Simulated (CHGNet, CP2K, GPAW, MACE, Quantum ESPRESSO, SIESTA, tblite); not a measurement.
## tblite runs on Σ7 (111) twist boundary in a Al-Pt solid solution (84 atoms)

Aim: run Σ7 (111) twist boundary in a Al-Pt solid solution (84 atoms) in tblite and see how near its forces come to a plane-wave reference, and at what cost.

Method: the method is named at each step, in tblite 0.8.0.

**1. Set-up**

The cell holds 84 atoms: 73 Al and 11 Pt. Cell: a = 7.545 Å, b = 7.545 Å, c = 28.340 Å, α = 90.0°, β = 90.0°, γ = 120.0°. Fcc Al lattice (a = 4.0328 Å, the value set for the mixture); two grains turned against each other by 38.21 deg about [111]; 1 x 1 coincidence cells, 2 lattice periods a grain, two boundaries a cell, upper grain shifted by [0.672, 0.278] of the boundary cell and opened by 0.2 Å, one atom of each pair nearer than 1.854 Å removed; 11 of 84 Al sites given to Pt at random (lattice constant by Vegard's rule between Al and Pt); not relaxed, displaced by a Gaussian of 0.02 Å. Then every atom was moved at random, 0.03 Å r.m.s. a Cartesian component. Regions: lower grain, 42 atoms (35 Al and 7 Pt); upper grain, 42 atoms (38 Al and 4 Pt). The structure's axis is c.

The yardstick, on the same geometry:

```
method                 : Kohn-Sham DFT, PBE, SSSP efficiency 1.3.0 pseudopotentials, plane waves (Quantum ESPRESSO 7.5); sssp-pbe-1.3.0-efficiency, cutoffs 45/360 Ry, Γ point
r.m.s. force component : 0.4481 eV/Å
longest force          : 2.39 eV/Å
pressure               : -3.087 GPa
time                   : 4.2 min on 4 MPI ranks of Arm Neoverse V2, shared host
CPU time               : 17 min
```

**2. GFN1-xTB**

Method: GFN1-xTB tight binding, diagonalisation.

run.py reads:

```python
import numpy as np
from ase.io import read
from tblite.ase import TBLite

atoms = read("structure.xyz")
atoms.calc = TBLite(method="GFN1-xTB", electronic_temperature=580, accuracy=1.0, max_iterations=250, mixer_damping=0.1, verbosity=1)
energy = atoms.get_potential_energy()
forces = atoms.get_forces()
print(f"energy {energy:.6f} eV")
print("forces (eV/A)")
for i, (a, f) in enumerate(zip(atoms, forces)):
    print(f"{i:4d} {a.symbol:2s} {f[0]:10.5f} {f[1]:10.5f} {f[2]:10.5f}")
stress = -atoms.get_stress(voigt=False) * 160.21766
print("stress (GPa, compression positive)")
for row in stress:
    print(" ".join(f"{x:10.4f}" for x in row))
print("charges (e)")
print(np.array2string(atoms.get_charges(), precision=4, suppress_small=True, max_line_width=110, threshold=100000))
```

structure.xyz reads:

```xyz
84
Lattice="7.54468 0.00000 0.00000 -3.77234 6.53388 0.00000 0.00000 0.00000 28.34006" Properties=species:S:1:pos:R:3 pbc="T T T"
Al 4.36286 3.71386 0.02296
Al 4.91547 0.97492 28.29472
Al 5.38554 2.55266 2.28279
Al 6.44670 1.26496 4.63700
Al 1.58152 4.73040 28.32504
Al 2.16008 6.30565 2.38028
Al 2.12258 1.86144 0.04194
Al 2.66078 3.42820 2.35166
Al 3.22290 4.92504 4.70842
Al 3.23742 0.66306 2.32247
Al 3.80346 2.18238 4.64777
Al 4.29036 3.78090 6.98101
Al 4.84323 0.97812 7.02012
Pt 5.40818 2.46484 9.28335
Al 6.51977 1.21053 11.66817
Al -1.08334 5.52688 0.02239
Al -0.55442 2.83067 0.02636
Al -0.09072 4.35725 2.31283
Al 0.46577 5.86749 4.64692
Pt 3.76249 6.52480 0.02749
Al 0.55767 1.56205 2.35081
Al 1.11341 3.11869 4.62255
Al 1.55488 4.68976 6.96882
Pt 2.08165 6.21529 9.28902
Al 1.53421 0.29794 4.68546
Al 2.15038 1.81838 6.99376
Al 2.73178 3.41395 9.33323
Pt 3.21203 5.01024 11.66108
Al 3.19645 0.57590 9.36327
Al 3.72681 2.21427 11.64833
Al -2.55195 5.30937 2.24935
Al -1.63067 4.07956 4.63275
Al -1.09843 5.61260 6.94388
Pt -0.54578 2.77755 6.99489
Al 0.01973 4.36234 9.30234
Al 0.48237 5.90016 11.66420
Al 0.04417 0.02189 7.00198
Al 0.51051 1.60387 9.29809
Al 1.08145 3.09039 11.66789
Pt 1.66119 0.31415 11.59590
Al -2.70733 5.27768 9.31509
Pt -1.69201 4.02350 11.62991
Al 1.37475 0.95506 14.17088
Al -0.32050 5.58255 14.18845
Al 2.99946 0.55799 16.49250
Pt 1.88760 3.67766 14.18958
Pt 1.37370 5.24050 16.46132
Al 4.60965 0.19798 18.83650
Al 2.41373 6.49409 14.19922
Al 5.60804 1.50554 16.55230
Al 4.51553 4.62305 14.11987
Al -3.54000 6.17902 16.50780
Al -0.28319 1.16937 18.87505
Al -0.86138 2.72450 14.23833
Pt -1.40999 4.32798 16.50412
Al -1.91533 5.81117 18.81298
[... 24 atom lines left out ...]
Al 4.05542 1.87405 21.18873
Al 3.50567 3.38631 23.52990
Al 2.93164 4.93582 25.82885
Al 5.15204 3.04309 25.83168
```

Launch:

```bash
$ OMP_NUM_THREADS=1 python run.py > output.txt
```

The log of the run:

```text
------------------------------------------------------------
  cycle        total energy    energy error   density error
------------------------------------------------------------
      1     -133.4504457716  -1.3291094E+02   5.6342168E-01
      2     -60.08332694780   7.3367119E+01   5.0890040E-01
      3      777.2778108675   8.3736114E+02   9.1864284E-01
      4      38.46423395939  -7.3881358E+02   4.8863763E-01
      5      60.25634989967   2.1792116E+01   4.0745705E-01
      6      24.50839873918  -3.5747951E+01   3.7177804E-01
      7     -138.2965298700  -1.6280493E+02   1.6091247E-01
      8     -138.7575812920  -4.6105142E-01   8.7970137E-02
      9     -136.7074607707   2.0501205E+00   7.9419215E-02
     10     -138.4831818734  -1.7757211E+00   5.6637776E-02
     11     -139.1090069852  -6.2582511E-01   4.2274963E-02
     12     -138.7594940048   3.4951298E-01   3.9819281E-02
     13     -139.0220617987  -2.6256779E-01   3.3215880E-02
     14     -139.1815534144  -1.5949162E-01   2.5600306E-02
     15     -139.1521150513   2.9438363E-02   2.2194102E-02
     16     -139.1932374579  -4.1122407E-02   1.6936735E-02
     17     -139.1853569345   7.8805234E-03   1.2890966E-02
     18     -139.1982695923  -1.2912658E-02   1.1152066E-02
     19     -139.1933273946   4.9421977E-03   5.1876817E-03
     20     -139.2032920455  -9.9646509E-03   3.3549388E-03
     21     -139.2031406244   1.5142110E-04   2.0369647E-03
     22     -139.2044015576  -1.2609333E-03   1.1801132E-03
     23     -139.2048264344  -4.2487679E-04   5.6924225E-04
     24     -139.2048008999   2.5534544E-05   3.0427983E-04
     25     -139.2048334562  -3.2556348E-05   1.5229993E-04
     26     -139.2048285210   4.9351936E-06   1.2655483E-04
     27     -139.2048351766  -6.6556087E-06   1.0526671E-04
     28     -139.2048378057  -2.6290592E-06   4.9111585E-05
     29     -139.2048380663  -2.6059453E-07   4.0124780E-05
     30     -139.2048381149  -4.8636281E-08   2.6489785E-05
     31     -139.2048381211  -6.1504579E-09   1.2193128E-05
------------------------------------------------------------
 total:                                  12.074 sec
energy -3787.956587 eV
forces (eV/A)
   0 Al   -0.45208    0.27122   -0.10655
   1 Al    0.09378   -0.12625   -0.11889
   2 Al    0.14816   -0.21505    0.33394
   3 Al   -0.15182   -0.08630   -0.46687
   4 Al    0.39422    0.04879   -0.32351
   5 Al    0.07652   -0.28054    0.70630
   6 Al   -0.11169   -0.25867    0.19626
   7 Al    0.04451    0.24638    0.02686
   8 Al   -0.00045    0.39885   -0.84047
   9 Al    0.02089    0.06942    0.37093
  10 Al    0.08608    0.08150   -0.38959
  11 Al    0.00955   -0.32785   -0.54605
  12 Al   -0.06036   -0.15435   -1.14016
  13 Pt    0.09735   -0.88409    0.19055
  14 Al   -0.04682    0.31924    0.89017
  15 Al   -0.11291    0.68827   -0.42365
  16 Al    0.15735   -0.31713   -0.45927
  17 Al    0.38856   -0.00733    0.88750
  18 Al    0.25641    0.01255   -0.32827
  19 Pt   -0.04626    0.20847   -0.54446
  20 Al    0.07248    0.06138    0.52249
  21 Al   -0.27414   -0.01354   -0.24371
  22 Al    0.03167   -0.07197   -0.77216
  23 Pt   -0.20486    0.39164    0.56067
[...]
76 Al    0.12945   -0.17931   -0.23903
  77 Al    0.27058    0.05560    0.17860
  78 Al    0.09983    0.40124   -0.14004
  79 Al    0.23977    0.08212   -0.55461
  80 Al   -0.20272   -0.15689    0.26409
  81 Al   -0.14568   -0.11206    0.21810
  82 Al    0.10754   -0.24070   -0.43806
  83 Al   -0.27677   -0.05548   -0.05785
stress (GPa, compression positive)
   29.5386    -0.5766     0.4690
   -0.5766    29.6135    -0.3327
    0.4690    -0.3327    20.0652
charges (e)
[ 0.0522  0.0589 -0.0108  0.0406  0.0511  0.0413  0.0493 -0.0238 -0.0708 -0.0176 -0.037   0.1292  0.2109
 -0.5748  0.3545  0.0616  0.0641 -0.0208 -0.0498 -0.4785  0.0589  0.0473  0.0875 -0.5356 -0.0435 -0.0043
  0.2438 -0.6752  0.2044  0.3257  0.0682  0.0414  0.0391 -0.4982  0.2926  0.3135  0.1197  0.2912  0.2766
 -0.6808  0.3907 -0.6845  0.1655  0.268   0.1597 -0.5076 -0.5951  0.1251  0.2048  0.0754  0.3469  0.0995
  0.0317  0.1759 -0.5797  0.1035  0.043   0.2256  0.1888 -0.0291 -0.013  -0.553   0.0526 -0.0074 -0.0108
  0.0862  0.2271  0.1329 -0.0529  0.0008  0.096  -0.0259 -0.0238  0.0784 -0.0141 -0.0074  0.0292 -0.0146
 -0.0276 -0.0133  0.0481 -0.0195  0.0457 -0.0244]
```

It took 13 s on 1 thread of Arm Neoverse V2, shared host; peak memory 0.17 GiB.

Banners, paths, timers and routine set-up lines are dropped from the logs unmarked, and long logs keep their key lines alone; longer cuts are marked.

Numbers from this run, and their distance from the reference:

* r.m.s. force component: 0.3799 eV/Å
* r.m.s. difference of force components: 590.5 meV/Å
* longest difference of force vectors: 3134 meV/Å
* force difference over r.m.s. force: 131.8 %
* slope of forces against the reference's: -0.009
* correlation of force components: -0.01056
* pressure: 26.41 GPa
* pressure difference: 29.49 GPa

Length of the force difference by element (eV/Å):

```csv
element,atoms,mean,most
Al,73,0.61,3.0
Pt,11,1.8,3.1
```

The surroundings of Al1, picked at random, nearest first, numbered as they follow in the input and with coordinates relative to it.

```csv
atom,x,y,z,distance (Å),bonds,Mulliken charge (e),Fx,Fy,Fz (eV/Å)
Al1,0.00,0.00,0.00,0.00,11,0.05,-0.45,0.27,-0.11
Al84,0.79,-0.67,-2.53,2.74,12,-0.02,-0.28,-0.06,-0.06
Al3,1.02,-1.16,2.26,2.74,12,-0.01,0.15,-0.22,0.33
Al17,2.63,-0.88,0.00,2.77,12,0.06,0.16,-0.32,-0.46
Al16,2.10,1.81,0.00,2.77,11,0.06,-0.11,0.69,-0.42
Al2,0.55,-2.74,-0.07,2.79,11,0.06,0.09,-0.13,-0.12
Al31,0.63,1.60,2.23,2.81,12,0.07,-0.71,-0.03,0.75
Pt20,-0.60,2.81,0.00,2.87,12,-0.48,-0.05,0.21,-0.54
Al8,-1.70,-0.29,2.33,2.90,12,-0.02,0.04,0.25,0.03
Al7,-2.24,-1.85,0.02,2.91,10,0.05,-0.11,-0.26,0.20
Al5,-2.78,1.02,-0.04,2.96,12,0.05,0.39,0.05,-0.32
Al83,-1.43,1.22,-2.53,3.16,12,0.05,0.11,-0.24,-0.44
```

Atoms are counted from 1 here, from 0 in the log.

Forces lie 132 % from the reference's, at 0.012 times its CPU time (on 1 against 4 cores).

The difference per atom is largest on Pt (1.8 eV/Å on average, against 0.61 on Al).

**3. Summary of results**

```
force difference from the reference : tblite GFN1-xTB, 132 %
its CPU time                        : 13 s
```

What this shows: Tight binding differs by 132 % (tblite GFN1-xTB); it is another model, with fitted parameters of its own, and the xTB methods hold dispersion. One electronic-structure run takes under half the reference's CPU time: tblite GFN1-xTB, at 132 % in 13 s against 17 min, too far off to be of use; its pressure misses by +29.5 GPa. Periodic xTB results under one method name differ between programs and library versions. The reference's pressure holds the uncorrected Pulay stress of its 45 Ry basis, so small pressure differences, and their order, may be the reference's own error. The electron count is odd in QE PBE, sssp-1.3.0-efficiency, 45/360 Ry, and they have no spin polarisation, so the unpaired electron is spread evenly over both spins. The reference's stress is far from hydrostatic: its diagonal is -5.8, -6.1, 2.7 GPa, compression counted positive. The host structure and its lattice constant were typed by rule, without a check against the phase diagram. The reference's pressure of -3.1 GPa belongs to a cell and atoms that aren't relaxed at this level. The electronic-structure runs sample only Γ, in a cell whose shortest periodic width is 7 Å, which is coarse for a cell with partly filled levels. Spin–orbit coupling is left out, which matters for the levels of the heavy elements.

[Also dropped from logs without a mark: logging warnings of Python, and SIESTA's first energy breakdown and zero terms.]

[Logs are printed without paths, hosts, clocks, repeated set-up lines and the standing remarks that a program may print on its own settings, such as how far it seeks lower states.]

[Hosts, paths, dates, database ids (printed as entryN), source tags and the programs' standing remarks are cut or masked in the printed files.]
